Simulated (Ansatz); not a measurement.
# Bands, cutoff and cost in G0W0 for SnWO4 (Pnna), part 2 of 2

Wanted: a G0W0 gap for SnWO4 (Pnna) that is converged in bands and cutoff, or an estimate of the limit.

Ansatz 0.2.0; G0W0 on r2SCAN, plane waves, PAW. Known limits of the many-body steps: not at the basis limit; no spin-orbit coupling; coarse k mesh.

So far. Step 4 (977 empty bands, screening to 120 eV): Against the run with 2×2×4 mesh, 454 empty bands, screening to 72 eV, the gap moves by −0.002 eV. Step 5 (Changing the k mesh: 2×2×2 mesh, 454 empty bands …): Against the run with 2×2×4 mesh, 454 empty bands, screening to 72 eV, the gap moves by +0.05 eV, while the start moved by +0.04 eV. A band edge is found at another k point on this mesh.

## 6. Changing the frequency model: 2×2×4 mesh, 454 empty bands, screening to 72 eV, plasmon pole

A plasmon pole stands in for the full frequency dependence of the screening; this run shows what that costs in accuracy.

Input file input.yaml:

```yaml
crystal:
  lattice:
    - [5.627, 0.0, 0.0]
    - [0.0, 11.6486, 0.0]
    - [0.0, 0.0, 4.9973]
  atoms:
    - { symbol: Sn, position: [0.25, 0.0, 0.2196] }
    - { symbol: Sn, position: [0.25, 0.5, 0.2804] }
    - { symbol: Sn, position: [0.75, 0.0, 0.7804] }
    - { symbol: Sn, position: [0.75, 0.5, 0.7196] }
    - { symbol: W, position: [0.6677, 0.25, 0.25] }
    - { symbol: W, position: [0.8323, 0.75, 0.25] }
    - { symbol: W, position: [0.3323, 0.75, 0.75] }
    - { symbol: W, position: [0.1677, 0.25, 0.75] }
    - { symbol: O, position: [0.3765, 0.2987, 0.9988] }
    - { symbol: O, position: [0.1235, 0.7013, 0.9988] }
    - { symbol: O, position: [0.3765, 0.2013, 0.5012] }
    - { symbol: O, position: [0.1235, 0.7987, 0.5012] }
    - { symbol: O, position: [0.6235, 0.7013, 0.0012] }
    - { symbol: O, position: [0.8765, 0.2987, 0.0012] }
    - { symbol: O, position: [0.6235, 0.7987, 0.4988] }
    - { symbol: O, position: [0.8765, 0.2013, 0.4988] }
    - { symbol: O, position: [0.1019, 0.3961, 0.6037] }
    - { symbol: O, position: [0.3981, 0.6039, 0.6037] }
    - { symbol: O, position: [0.1019, 0.1039, 0.8963] }
    - { symbol: O, position: [0.3981, 0.8961, 0.8963] }
    - { symbol: O, position: [0.8981, 0.6039, 0.3963] }
    - { symbol: O, position: [0.6019, 0.3961, 0.3963] }
    - { symbol: O, position: [0.8981, 0.8961, 0.1037] }
    - { symbol: O, position: [0.6019, 0.1039, 0.1037] }
kpoints:
  mp_grid: { grid: [2, 2, 4] }
hamiltonian:
  xc: r2scan
scf:
  occupations: { method: fixed }
gw:
  n_empty_bands: 454
  ecut_chi: 72
  qp_bands: [v4, c4]
  qp_kpoints: band_edges
  screening: { model: godby_needs }
```

On the command line:

```
$ ansatz run input.yaml --threads 24 --pin off --max-ram 82944MiB --backend cuda --events-out ev --progress --plain --runs-dir out --devices 1 --max-vram 78GiB
```

Numbers of over 12 decimals in the logs are rounded to 6 here.

The log of the run:

```text
GPUs: using 1 of 1 available (devices: 1).
[...]
Crystal: 24 atoms, lattice volume = 327.556 Å³
Basis set: ecut = 500 eV, 8317 PW (Γ), exchange–correlation on 180×360×160 points (64 copies of the dense FFT grid, shifted against one another)
Bands: 128, of which v1, the nominal top of the filled ones, is band 104 counted from 1 (103 counted from 0)
Symmetry: 8 space group operations
[...]
k-points: 12 of 16
[...]
4   106     10.6153   -15.6681    -3.9835   -20.7739  0.8138    11.7435    11.7376  root
     4   107     11.3047   -15.8024    -3.8197   -20.7617  0.8125    12.4498    12.4443  root
[...]
11   105     10.9976   -15.8297    -3.8425   -20.7897  0.8141    12.1204    12.1151  root
    11   106     10.9976   -15.8297    -3.8425   -20.7897  0.8141    12.1204    12.1151  root
    11   107     11.2893   -16.3215    -3.7478   -21.2782  0.8089    12.5043    12.4982  root
    11   108     11.2893   -16.3215    -3.7478   -21.2782  0.8089    12.5043    12.4982  root
[key lines of the parts left out:]
SCF converged after 9 iterations
```

Run time: 21 s. Hardware: 1 × NVIDIA GB200 (shared by 2 runs) with 24 threads of Arm Neoverse V2, shared host; peak memory 4.2 GiB.

Numbers from this step:

```
bands summed                                 : 558
plasmon-pole fit frequency                   : 29.59 eV
RPA ε∞ on this mesh (eigenvalues)            : 5.610, 5.828, 6.845
plane waves in the screening matrix          : 461
G0W0 gap on the mesh                         : 2.655 eV
k of the valence top                         : 0, 0, 0.25
k of the conduction bottom                   : 0, 0, 0
starting gap on the mesh                     : 1.507 eV
least direct G0W0 gap on the computed points : 2.722 eV
```

Against the run with 2×2×4 mesh, 454 empty bands, screening to 72 eV, the gap moves by +0.07 eV.

## 7. Changing the files: 2×2×4 mesh, 454 empty bands, screening to 72 eV, hard PAW files

Other atomic data (hard PAW) test the pseudisation: the cutoff goes from 500 to 1050 eV and the valence electrons from 208 to 296, which opens shells that were frozen.

Changes to input.yaml since step 6:

```diff
@@ -34,2 +34,3 @@
   xc: r2scan
+  pseudopotentials: { kind: paw, source: ansatz }
 scf:
@@ -41,2 +42,2 @@
   qp_kpoints: band_edges
-  screening: { model: godby_needs }
+  screening: { model: contour_deformation }
```

The log of the run:

```text
GPUs: using 1 of 1 available (devices: 1).
[...]
Crystal: 24 atoms, lattice volume = 327.556 Å³
Basis set: ecut = 1050 eV, 25299 PW (Γ), exchange–correlation on 288×576×240 points (64 copies of the dense FFT grid, shifted against one another)
Bands: 178, of which v1, the nominal top of the filled ones, is band 148 counted from 1 (147 counted from 0)
Symmetry: 8 space group operations
[...]
k-points: 12 of 16
[...]
4   150     12.2988   -15.6398    -4.0297   -20.7458  0.7700    13.4014    13.3751  root
     4   151     12.9896   -15.7625    -3.8932   -20.7236  0.7645    14.0852    14.0575  root
[...]
11   149     12.6813   -15.7971    -3.8966   -20.7587  0.7695    13.7711    13.7462  root
    11   150     12.6813   -15.7971    -3.8966   -20.7587  0.7695    13.7711    13.7462  root
    11   151     12.9724   -16.2877    -3.8361   -21.2457  0.7606    14.1277    14.0943  root
    11   152     12.9724   -16.2877    -3.8361   -21.2457  0.7606    14.1277    14.0943  root
[key lines of the parts left out:]
SCF converged after 11 iterations
```

Elapsed: 56 s, on 1 × NVIDIA GB200 (shared by 2 runs) with 24 threads; peak memory 11 GiB; 2.7 min of CPU time.

Numbers from this step:

```yaml
bands_summed: 602
rpa_eps_infinity_on_this_mesh_eigenvalues: 5.608, 5.822, 6.832
plane_waves_in_the_screening_matrix: 461
g0w0_gap_on_the_mesh: 2.620 eV
k_of_the_valence_top: 0, 0, 0.25
k_of_the_conduction_bottom: 0, 0, 0
starting_gap_on_the_mesh: 1.516 eV
least_direct_g0w0_gap_on_the_computed_points: 2.682 eV
```

Against the run with 2×2×4 mesh, 454 empty bands, screening to 72 eV, the gap moves by +0.03 eV.

## 8. The runs together

Times are wall times on 1 × NVIDIA GB200 (shared by 2 runs) with 24 threads of Arm Neoverse V2, shared host, good to a factor of about two.

| mesh | files | frequency | bands summed | cutoff (eV) | start (eV) | G0W0 (eV) | time | host memory (GiB) |
| --- | --- | --- | --- | --- | --- | --- | --- | --- |
| 2×2×4 | default PAW | contour deformation | 264 | 36 | 1.507 | 2.564 | 17 s | 2.7 |
| 2×2×4 | default PAW | contour deformation | 558 | 72 | 1.507 | 2.588 | 22 s | 4.2 |
| 2×2×4 | default PAW | contour deformation | 1081 | 120 | 1.507 | 2.586 | 62 s | 6.8 |
| 2×2×2 | default PAW | contour deformation | 558 | 72 | 1.548 | 2.634 | 8.6 s | 3.4 |
| 2×2×4 | default PAW | plasmon pole | 558 | 72 | 1.507 | 2.655 | 21 s | 4.2 |
| 2×2×4 | hard PAW | contour deformation | 602 | 72 | 1.516 | 2.620 | 56 s | 11 |

How the two edges are built up, in eV (the quasiparticle level is the starting level plus Σx plus Σc less Vxc):

| run | edge | start | Σx | Σc | Vxc | Z | QP |
| --- | --- | --- | --- | --- | --- | --- | --- |
| 264 bands | valence top | 8.94 | -20.27 | 2.32 | -18.26 | 0.78 | 9.24 |
| 264 bands | conduction bottom | 10.44 | -15.60 | -3.68 | -20.64 | 0.77 | 11.80 |
| 558 bands | valence top | 8.94 | -20.27 | 1.99 | -18.26 | 0.77 | 8.91 |
| 558 bands | conduction bottom | 10.44 | -15.60 | -3.99 | -20.64 | 0.77 | 11.49 |
| 1081 bands | valence top | 8.94 | -20.27 | 1.74 | -18.26 | 0.77 | 8.66 |
| 1081 bands | conduction bottom | 10.44 | -15.60 | -4.24 | -20.64 | 0.77 | 11.24 |

## 9. What came out

```yaml
264_bands_36_ev: 2.564 eV
558_bands_72_ev: 2.588 eV
1081_bands_120_ev: 2.586 eV
mesh_and_start: 2×2×4, r2SCAN
```

What this shows: From 264 to 1081 bands the gap moves by +0.02 eV while the time grows 3.7-fold. Σc changes by −0.58 eV at the valence top and −0.56 eV at the conduction bottom, so the levels themselves move more than the gap between them. The gap turns back along the series, so no limit is drawn from it. On the 2×2×2 mesh in place of 2×2×4 the gap differs by +0.05 eV, of which +0.04 eV is already in the start. The plasmon-pole model gives +0.07 eV against contour deformation, 6 % of the correction, and saved no time in this program. Hard PAW files move the gap by +0.03 eV at equal bands and cutoff, +0.01 eV of it in the start. The 2×2×4 mesh is coarse for this cell (its supercell is 11 Å along the shortest edge). The RPA ε∞ on it, from the r2SCAN start, is 5.57, 5.78 and 6.80; such meshes misread the long-range screening, most where the gap is narrow. The many-body steps are scalar-relativistic: spin-orbit coupling is not in them.

[Paths, hosts, dates, memory and timing lines, banners, echoed tables and standing remarks are left out of the program output.]

[Logs are printed without paths, hosts, clocks, repeated set-up lines and the standing remarks that a program may print on its own settings, such as how far it seeks lower states.]

[Runs of the session that timed out or met a known fault of the program may be left out.]

[Cells called generated may have been cut or substituted from an entry of the Crystallography Open Database or the Materials Project.]

[Hosts, paths, dates, database ids (printed as entryN), source tags and the programs' standing remarks are cut or masked in the printed files.]
